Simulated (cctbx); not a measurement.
## Accept or mend?

Cell a = 6.8090 Å, b = 6.8090 Å, c = 17.8460 Å, α = 90.00°, β = 90.00°, γ = 120.00°; space group P6_3/mmc (no. 194).

The data are simulated with cctbx, not measured: Ag Kα, λ = 0.56087 Å, to d = 0.7 Å, 50 % of the full sphere, strongest reflection 40000 counts, noise from counting, a 6 % proportional error and a noise floor of 2 counts (s.d.); no absorption.

An anisotropic refinement with weights 1/σ² prints:

```text
Rint 0.049, 468 unique reflections to 0.70 A
cycle     R1     wR2    GooF  max shift (A)
   1  0.0520  0.1415   4.918   0.00337
   2  0.0466  0.1146   3.982   0.00000
final R1 0.0466 wR2 0.1146 GooF 3.982  parameters 17  data/parameter 27.5
atom        x        y        z      Ueq    occ   su(xyz)  su(Uiso or U11)
Cs1    0.00000  0.00000  0.75000   0.0046  1.000  0.00000  0.0003
Cs2    0.33333  0.66667  0.91339   0.0057  1.000  0.00003  0.0003
Cl1    0.85471  0.14529  0.93166   0.0058  1.000  0.00012  0.0005
Si1    0.00000  0.00000  0.00000   0.0069  1.000  0.00000  0.0010
O1     0.92454  0.46227  0.75000   0.0093  1.000  0.00108  0.0027
difference map: max 19.70 min -0.84 rms 0.45
Q1    0.3333  0.6667  0.2500    2   20.67  1.52 A from O1
Q2    0.3333  0.6667  0.5813    4    8.13  0.10 A from Cs2
Q3    0.0000  0.0000  0.2500    2    4.82  0.00 A from Cs1
Q4    0.1493  0.2986  0.0838   12    1.32  0.28 A from Cl1
Q5    0.2505  0.5010  0.2500    6    0.88  1.33 A from O1
Q6    0.1682  0.5841  0.2500    6    0.86  0.55 A from O1
```

Q: Accept it or mend it, and why?

Mend it. The fault: an atom left out, N at (2/3, 1/3, 3/4). Against the right model at the same level, R1 goes from 0.0120 to 0.0466 and GooF from 0.93 to 3.98 and the top difference peak, 20.7 e/Å³, lies 1.52 Å from O1. Q1 is the missing atom. With scattering power missing, scale and phases suffer, so peaks may also grow on the heavy atoms.

The compound is Cs3SiNCl6O3. The right model at the same level gives:

```text
Rint 0.049, 468 unique reflections to 0.70 A
cycle     R1     wR2    GooF  max shift (A)
   1  0.0241  0.0783   2.727   0.00055
   2  0.0120  0.0267   0.930   0.00000
final R1 0.0120 wR2 0.0267 GooF 0.930  parameters 19  data/parameter 24.6
atom        x        y        z      Ueq    occ   su(xyz)  su(Uiso or U11)
Cs1    0.00000  0.00000  0.75000   0.0057  1.000  0.00000  0.0001
Cs2    0.33333  0.66667  0.91349   0.0062  1.000  0.00001  0.0001
Cl1    0.85473  0.14527  0.93149   0.0072  1.000  0.00003  0.0001
Si1    0.00000  0.00000  0.00000   0.0080  1.000  0.00000  0.0002
O1     0.92444  0.46222  0.75000   0.0107  1.000  0.00025  0.0006
N1     0.66667  0.33333  0.75000   0.0098  1.000  0.00000  0.0008
difference map: max 0.40 min -0.73 rms 0.12
Q1    0.1986  0.3972  0.2500    6    0.40  1.56 A from O1
Q2    0.0816  0.3217  0.5868   24    0.38  1.44 A from Cl1
Q3    0.1670  0.3340  0.5676   12    0.35  1.85 A from Cl1
Q4    0.2207  0.4413  0.6650   12    0.34  1.93 A from Cs2
Q5    0.0538  0.5269  0.5963   12    0.34  1.66 A from Cs2
Q6    0.0223  0.4239  0.7500   12    0.33  0.83 A from O1
```

The model was made for the exercise: a known structure type with other elements put in, its volume estimated, not relaxed; displacement parameters are assumed.

[Middle refinement cycles are left out of these outputs.]

[Logs are printed without paths, hosts, clocks, repeated set-up lines and the standing remarks that a program may print on its own settings, such as how far it seeks lower states.]
